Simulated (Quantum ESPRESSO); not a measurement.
# Ni(111) under a row of overlayers, part 9 of 17

Wanted: work-function changes of Ni(111) along a row of adsorbates.

Quantum ESPRESSO 7.5; plane-wave DFT, PBE, GBRV ultrasoft pseudopotentials.

So far. Step 10 (Projections on atomic orbitals, F overlayer): The atomic orbitals miss 0.2 % of the occupied states; for empty states the projections can miss much more. Step 11 (Relaxation with pw.x, Cl overlayer):  On the free atoms the largest force ends at 0.019 eV/Å.

### Step 12. SCF with pw.x, Cl overlayer, with startingpot = atomic

File Cl.esm.try.in:

```
&control
  prefix = 'Cl.esm'
  outdir = './out'
  pseudo_dir = './pseudo'
  calculation = 'scf'
  tprnfor = .true.
/
&system
  ibrav = 0
  nat = 6
  ntyp = 2
  ecutwfc = 40
  ecutrho = 200
  occupations = 'smearing'
  smearing = 'mv'
  degauss = 0.02
  assume_isolated = 'esm'
  esm_bc = 'bc1'
  nspin = 2
  starting_magnetization(1) = 0.12
/
&electrons
  conv_thr = 1e-07
  mixing_beta = 0.4
  electron_maxstep = 120
  mixing_mode = 'local-TF'
/
ATOMIC_SPECIES
  Ni  58.6934  ni_pbe_v1.4.uspp.F.UPF
  Cl  35.4500  cl_pbe_v1.4.uspp.F.UPF
CELL_PARAMETERS angstrom
  2.48901586977665 0.00000000000000 0.00000000000000
  1.24450793488832 2.15555097364920 0.00000000000000
  0.00000000000000 0.00000000000000 27.12909179018993
ATOMIC_POSITIONS crystal
  Ni  0.666666666700 0.666666666700 -0.191543582600
  Ni  0.000000000000 0.000000000000 -0.116632377900
  Ni  0.333333333300 0.333333333300 -0.041721173200
  Ni  0.666666666700 0.666666666700 0.033517738100
  Ni  0.000000000000 0.000000000000 0.107590282700
  Cl  0.000000000000 0.000000000000 0.191543582600
K_POINTS automatic
  12 12 1 0 0 0
```

On the command line:

```bash
> OMP_NUM_THREADS=1 mpirun -n 8 pw.x -nk 8 -in Cl.esm.try.in > Cl.esm.try.out
```

Log:

```text
[banner, memory and clock lines left out]
Program PWSCF v.7.5 starts

          URL

     Message from routine setup:
     using ibrav=0 with symmetry is DISCOURAGED, use correct ibrav instead

     G-vector sticks info

     bravais-lattice index     =            0
     lattice parameter (alat)  =       4.7036  a.u.
     unit-cell volume          =     982.2405 (a.u.)^3
     number of atoms/cell      =            6
     number of atomic types    =            2
     number of electrons       =        97.00
     number of Kohn-Sham states=           59
     kinetic-energy cutoff     =      40.0000  Ry
     charge density cutoff     =     200.0000  Ry
     scf convergence threshold =      1.0E-07
     mixing beta               =       0.4000
     number of iterations used =            8  local-TF  mixing
     Exchange-correlation=  SLA  PW   PBX  PBC
                           (   1   4   3   4   0   0   0)

     Effective Screening Medium Method
     Boundary Conditions: Vacuum-Slab-Vacuum
     total charge in unit cell        =   0.0000
     grid points for fit at edges     =        4

     celldm(1)=   4.703558  celldm(2)=   0.000000  celldm(3)=   0.000000
     celldm(4)=   0.000000  celldm(5)=   0.000000  celldm(6)=   0.000000

     crystal axes: (cart. coord. in units of alat)
               a(1) = (   1.000000   0.000000   0.000000 )
               a(2) = (   0.500000   0.866025   0.000000 )
               a(3) = (   0.000000   0.000000  10.899525 )

     reciprocal axes: (cart. coord. in units 2 pi/alat)
               b(1) = (  1.000000 -0.577350  0.000000 )
               b(2) = (  0.000000  1.154701  0.000000 )
               b(3) = (  0.000000  0.000000  0.091747 )

     PseudoPot. # 1 for Ni read from file:
     ./pseudo/ni_pbe_v1.4.uspp.F.UPF
     Pseudo is Ultrasoft + core correction, Zval = 18.0
     Generated by new atomic code, or converted to UPF format
     Using radial grid of  865 points,  6 beta functions with:
                l(1) =   0
                l(2) =   0
                l(3) =   1
                l(4) =   1
                l(5) =   2
                l(6) =   2
     Q(r) pseudized with 10 coefficients,  rinner =    0.980   0.980   0.980
                                                       0.980   0.980

     PseudoPot. # 2 for Cl read from file:
     ./pseudo/cl_pbe_v1.4.uspp.F.UPF
     Pseudo is Ultrasoft + core correction, Zval =  7.0
     Generated by new atomic code, or converted to UPF format
     Using radial grid of  909 points,  6 beta functions with:
                l(1) =   0
                l(2) =   0
                l(3) =   1
                l(4) =   1
                l(5) =   2
                l(6) =   2
     Q(r) pseudized with  8 coefficients,  rinner =    1.300   1.300   1.300
                                                       1.300   1.300

[...]
negative rho (up, down):  2.234E+01 2.317E+01

     total energy              =  -24105.83123361 Ry
     estimated scf accuracy    <   53782.31224941 Ry

     total magnetization       =     0.15 Bohr mag/cell
     absolute magnetization    =     0.53 Bohr mag/cell

     iteration # 27     ecut=    40.00 Ry     beta= 0.40
     Davidson diagonalization with overlap
     ethr =  1.00E-02,  avg # of iterations =  1.2

     negative rho (up, down):  2.330E+01 2.391E+01

     total energy              =  -24986.77555155 Ry
     estimated scf accuracy    <   53757.36359954 Ry

     total magnetization       =     0.22 Bohr mag/cell
     absolute magnetization    =     0.56 Bohr mag/cell

     iteration # 28     ecut=    40.00 Ry     beta= 0.40
     Davidson diagonalization with overlap
     ethr =  1.00E-02,  avg # of iterations =  1.0

     negative rho (up, down):  2.285E+01 2.314E+01

     total energy              =  -22285.66174371 Ry
     estimated scf accuracy    <   53701.83627143 Ry

     total magnetization       =     0.12 Bohr mag/cell
     absolute magnetization    =     0.54 Bohr mag/cell

     iteration # 29     ecut=    40.00 Ry     beta= 0.40
     Davidson diagonalization with overlap
     ethr =  1.00E-02,  avg # of iterations =  1.0

     negative rho (up, down):  1.389E+02 1.366E+02

     total energy              = -103861.45425768 Ry
     estimated scf accuracy    <   53946.97508095 Ry

     total magnetization       =     0.31 Bohr mag/cell
     absolute magnetization    =     0.62 Bohr mag/cell

     iteration # 30     ecut=    40.00 Ry     beta= 0.40
     Davidson diagonalization with overlap
     c_bands:  1 eigenvalues not converged
     c_bands:  2 eigenvalues not converged
     c_bands:  3 eigenvalues not converged
     ethr =  1.00E-02,  avg # of iterations = 73.8

     negative rho (up, down):  1.170E+02 1.202E+02

     total energy              =  -70434.00833795 Ry
     estimated scf accuracy    <   52843.50933763 Ry

     total magnetization       =    -0.33 Bohr mag/cell
     absolute magnetization    =     0.49 Bohr mag/cell

     iteration # 31     ecut=    40.00 Ry     beta= 0.40
     Davidson diagonalization with overlap
     c_bands:  3 eigenvalues not converged
     c_bands:  1 eigenvalues not converged
     c_bands:  1 eigenvalues not converged
     ethr =  1.00E-02,  avg # of iterations = 28.4

     negative rho (up, down):  1.152E+02 1.188E+02

     total energy              = -147488.91277087 Ry
     estimated scf accuracy    <   54173.90483168 Ry

     total magnetization       =    -0.49 Bohr mag/cell
     absolute magnetization    =     0.90 Bohr mag/cell

     iteration # 32     ecut=    40.00 Ry     beta= 0.40
     Davidson diagonalization with overlap
     c_bands:  3 eigenvalues not converged
     c_bands:  2 eigenvalues not converged
     c_bands:  2 eigenvalues not converged
     ethr =  1.00E-02,  avg # of iterations = 20.3

     negative rho (up, down):  1.014E+02 9.781E+01

     total energy              =   -6474.82203783 Ry
     estimated scf accuracy    <   52726.66937063 Ry

     total magnetization       =    -0.32 Bohr mag/cell
     absolute magnetization    =     0.46 Bohr mag/cell

     iteration # 33     ecut=    40.00 Ry     beta= 0.40
     Davidson diagonalization with overlap
[MPI's abort notice left out]

"abort". This may have caused other processes in the application to be
terminated by signals sent by prterun (as reported here).
```

It took 6.7 min on 8 MPI ranks of AMD EPYC 7R43, shared host; peak memory 1.1 GiB.

This try failed: “exit 1”.

The message is a late symptom: the SCF loop had diverged, with an estimated accuracy of 5.27e+04 Ry in its last cycle.

### Step 13. Ground state, Cl overlayer

Cl.esm.pre.in is the input of step 12 with these lines changed:

```diff
@@ -1,3 +1,3 @@
 &control
-  prefix = 'Cl.esm'
+  prefix = 'Cl.esm.pre'
   outdir = './out'
@@ -16,4 +16,2 @@
   degauss = 0.02
-  assume_isolated = 'esm'
-  esm_bc = 'bc1'
   nspin = 2
@@ -22,3 +20,3 @@
 &electrons
-  conv_thr = 1e-07
+  conv_thr = 1e-05
   mixing_beta = 0.4
```

On the command line:

```bash
> OMP_NUM_THREADS=1 mpirun -n 8 pw.x -nk 8 -in Cl.esm.pre.in > Cl.esm.pre.out
```

Log:

```text
[banner, memory and clock lines left out]
Program PWSCF v.7.5 starts
[citation notice left out]

[...]
Message from routine setup:
[...]
bravais-lattice index     =            0
     lattice parameter (alat)  =       4.7036  a.u.
     unit-cell volume          =     982.2405 (a.u.)^3
     number of atoms/cell      =            6
     number of atomic types    =            2
     number of electrons       =        97.00
     number of Kohn-Sham states=           59
     kinetic-energy cutoff     =      40.0000  Ry
     charge density cutoff     =     200.0000  Ry
     scf convergence threshold =      1.0E-05
     mixing beta               =       0.4000
     number of iterations used =            8  local-TF  mixing
     Exchange-correlation=  SLA  PW   PBX  PBC
                           (   1   4   3   4   0   0   0)

[...]
PseudoPot. # 1 for Ni read from file:
     ./pseudo/ni_pbe_v1.4.uspp.F.UPF
     Pseudo is Ultrasoft + core correction, Zval = 18.0
     Generated by new atomic code, or converted to UPF format
     Using radial grid of  865 points,  6 beta functions with:
                l(1) =   0
                l(2) =   0
                l(3) =   1
                l(4) =   1
                l(5) =   2
                l(6) =   2
     Q(r) pseudized with 10 coefficients,  rinner =    0.980   0.980   0.980
                                                       0.980   0.980

     PseudoPot. # 2 for Cl read from file:
     ./pseudo/cl_pbe_v1.4.uspp.F.UPF
     Pseudo is Ultrasoft + core correction, Zval =  7.0
     Generated by new atomic code, or converted to UPF format
     Using radial grid of  909 points,  6 beta functions with:
                l(1) =   0
                l(2) =   0
                l(3) =   1
                l(4) =   1
                l(5) =   2
                l(6) =   2
     Q(r) pseudized with  8 coefficients,  rinner =    1.300   1.300   1.300
                                                       1.300   1.300

     atomic species   valence    mass     pseudopotential
     Ni               18.00    58.69340     Ni( 1.00)
     Cl                7.00    35.45000     Cl( 1.00)

     Starting magnetic structure
     atomic species   magnetization
     Ni              0.120
     Cl              0.000

      6 Sym. Ops. (no inversion) found

[...]
number of k points=    19  Marzari-Vanderbilt smearing, width (Ry)=  0.0200
[...]
Dense  grid:    46995 G-vectors     FFT dimensions: (  24,  24, 240)

     Smooth grid:    33687 G-vectors     FFT dimensions: (  20,  20, 216)

     Check: negative core charge=   -0.000014
     Generating pointlists ...
     new r_m :   0.3775 (alat units)  1.7754 (a.u.) for type    1
     new r_m :   0.3775 (alat units)  1.7754 (a.u.) for type    2

     Initial potential from superposition of free atoms

     starting charge      87.0000, renormalised to      97.0000

     negative rho (up, down):  9.404E-03 9.197E-03
     Starting wfcs are   69 randomized atomic wfcs

     per-process dynamical memory:    75.9 Mb

     Self-consistent Calculation

     iteration #  1     ecut=    40.00 Ry     beta= 0.40
     Davidson diagonalization with overlap
     ethr =  1.00E-02,  avg # of iterations = 12.2

     negative rho (up, down):  1.606E-01 1.587E-01

     total energy              =   -1780.51345112 Ry
     estimated scf accuracy    <    2916.23266601 Ry

     total magnetization       =     1.24 Bohr mag/cell
     absolute magnetization    =     1.43 Bohr mag/cell

     iteration #  2     ecut=    40.00 Ry     beta= 0.40
[...]
negative rho (up, down):  2.176E-01 2.168E-01

[...]
total energy              =   -1759.62975550 Ry
     estimated scf accuracy    <    1258.31313722 Ry

     total magnetization       =     0.56 Bohr mag/cell
     absolute magnetization    =     0.83 Bohr mag/cell

     iteration #  3     ecut=    40.00 Ry     beta= 0.40
[...]
negative rho (up, down):  1.890E-01 1.890E-01

[...]
total energy              =   -1758.30787551 Ry
     estimated scf accuracy    <     254.15356789 Ry

     total magnetization       =     0.13 Bohr mag/cell
     absolute magnetization    =     0.52 Bohr mag/cell

     iteration #  4     ecut=    40.00 Ry     beta= 0.40
[...]
negative rho (up, down):  1.723E-01 1.730E-01

[...]
total energy              =   -1732.52176920 Ry
     estimated scf accuracy    <     298.03878235 Ry

     total magnetization       =     0.41 Bohr mag/cell
     absolute magnetization    =     0.57 Bohr mag/cell

     iteration #  5     ecut=    40.00 Ry     beta= 0.40
[...]
negative rho (up, down):  1.470E-01 1.471E-01

[...]
total energy              =   -1721.16457930 Ry
     estimated scf accuracy    <    1629.30027782 Ry

     total magnetization       =    -2.66 Bohr mag/cell
     absolute magnetization    =     2.90 Bohr mag/cell

     iteration #  6     ecut=    40.00 Ry     beta= 0.40
[...]
negative rho (up, down):  1.173E-01 1.173E-01

[...]
total energy              =   -1750.30022764 Ry
     estimated scf accuracy    <     143.13154356 Ry

     total magnetization       =     0.38 Bohr mag/cell
     absolute magnetization    =     0.48 Bohr mag/cell

[...]
iteration # 41     ecut=    40.00 Ry     beta= 0.40
[...]
negative rho (up, down):  8.227E-03 8.279E-03

[...]
total energy              =   -1749.53063672 Ry
     estimated scf accuracy    <       0.00012310 Ry

     total magnetization       =    -3.71 Bohr mag/cell
     absolute magnetization    =     4.27 Bohr mag/cell

     iteration # 42     ecut=    40.00 Ry     beta= 0.40
[...]
negative rho (up, down):  8.038E-03 8.085E-03

[...]
total energy              =   -1749.53064023 Ry
     estimated scf accuracy    <       0.00003977 Ry

     total magnetization       =    -3.71 Bohr mag/cell
     absolute magnetization    =     4.27 Bohr mag/cell

     iteration # 43     ecut=    40.00 Ry     beta= 0.40
[...]
negative rho (up, down):  7.977E-03 8.033E-03

[...]
total energy              =   -1749.53064748 Ry
     estimated scf accuracy    <       0.00004465 Ry

     total magnetization       =    -3.70 Bohr mag/cell
     absolute magnetization    =     4.27 Bohr mag/cell

     iteration # 44     ecut=    40.00 Ry     beta= 0.40
[...]
negative rho (up, down):  7.859E-03 7.859E-03

     Magnetic moment per site  (integrated on atomic sphere of radius R)
     atom   1 (R=0.377)  charge= 16.1733  magn= -0.7798
     atom   2 (R=0.377)  charge= 16.2091  magn= -0.7791
     atom   3 (R=0.377)  charge= 16.2124  magn= -0.7327
     atom   4 (R=0.377)  charge= 16.2108  magn= -0.7692
     atom   5 (R=0.377)  charge= 16.2136  magn= -0.8266
     atom   6 (R=0.377)  charge=  4.9089  magn= -0.0622

[...]
End of self-consistent calculation

 ------ SPIN UP ------------

          k = 0.0000 0.0000 0.0000 (  4243 PWs)   bands (ev):

   -97.6370 -97.6170 -97.6003 -97.4981 -97.3415 -58.1243 -58.0544 -57.9681
   -57.9486 -57.9486 -57.9317 -57.9317 -57.9168 -57.9168 -57.8945 -57.8256
   -57.8256 -57.7047 -57.7047 -57.6637 -14.3355  -3.7394  -3.1107  -2.2072
    -0.9618   0.2538   0.7223   3.2447   3.2601   3.4641   3.4641   3.5144
     3.5857   3.5857   3.6044   3.6044   3.7508   3.7508   3.7811   3.8642
     3.8642   4.5272   4.5272   4.5809   4.5809   4.7931   4.7931   5.0884
     5.1100   5.1100   5.3332   5.3332   7.5266   7.5266   7.5690   9.3081
     9.7397  10.3140  11.4163

          k = 0.0000 0.0962 0.0000 (  4225 PWs)   bands (ev):

   -97.6352 -97.6154 -97.5991 -97.4966 -97.3400 -58.1206 -58.0533 -57.9731
   -57.9578 -57.9518 -57.9403 -57.9348 -57.9283 -57.9191 -57.8936 -57.8367
   -57.8284 -57.7159 -57.7074 -57.6625 -14.1552  -3.5039  -2.8952  -2.0044
    -0.7637   0.4410   0.8909   3.1100   3.1492   3.3302   3.4643   3.5044
     3.5316   3.5643   3.6537   3.6879   3.7043   3.7287   3.8300   3.8417
     3.9556   4.3932   4.4390   4.5084   4.5956   4.5966   4.7983   4.8992
     5.1127   5.3392   5.3786   6.1281   6.5964   7.2690   7.8949   9.5266
     9.9654  10.5110  11.6272

[...]
the Fermi energy is     5.1924 ev

!    total energy              =   -1749.53065542 Ry
     estimated scf accuracy    <       0.00000539 Ry
     smearing contrib. (-TS)   =      -0.00009090 Ry
     internal energy E=F+TS    =   -1749.53056452 Ry

     The total energy is F=E-TS. E is the sum of the following terms:
     one-electron contribution =  -19278.81142118 Ry
     hartree contribution      =    9658.84866009 Ry
     xc contribution           =    -187.29203498 Ry
     ewald contribution        =    8057.72423156 Ry

     total magnetization       =    -3.70 Bohr mag/cell
     absolute magnetization    =     4.27 Bohr mag/cell

     convergence has been achieved in  44 iterations

     negative rho (up, down):  7.859E-03 7.859E-03

     Forces acting on atoms (cartesian axes, Ry/au):

     atom    1 type  1   force =     0.00000000    0.00000000    0.00666325
     atom    2 type  1   force =     0.00000000    0.00000000   -0.00425913
     atom    3 type  1   force =     0.00000000    0.00000000    0.00062230
     atom    4 type  1   force =     0.00000000    0.00000000   -0.00012103
     atom    5 type  1   force =    -0.00000000   -0.00000000   -0.00153922
     atom    6 type  2   force =     0.00000000    0.00000000   -0.00136617

     Total force =     0.008196     Total SCF correction =     0.012460
     SCF correction compared to forces is large: reduce conv_thr to get better values

[...]
```

It took 1.7 min on 8 MPI ranks; peak memory 1.1 GiB; 14 min of CPU time.

Read from the output:

| Item | Value |
| --- | --- |
| Fermi energy | 5.192 eV |
| site moments | -0.7798, -0.7791, -0.7327, -0.7692, -0.8266, -0.0622 μB |

[end of part 9 of 17]

[Logs are printed without paths, hosts, clocks, repeated set-up lines and the standing remarks that a program may print on its own settings, such as how far it seeks lower states.]

[Hosts, paths, dates, database ids (printed as entryN), source tags and the programs' standing remarks are cut or masked in the printed files.]

[Maps of the electrostatic potential energy from Ansatz leave out the sawtooth potential of an applied field or a dipole correction, so their vacuum need not be flat; planar profiles and work functions include it.]
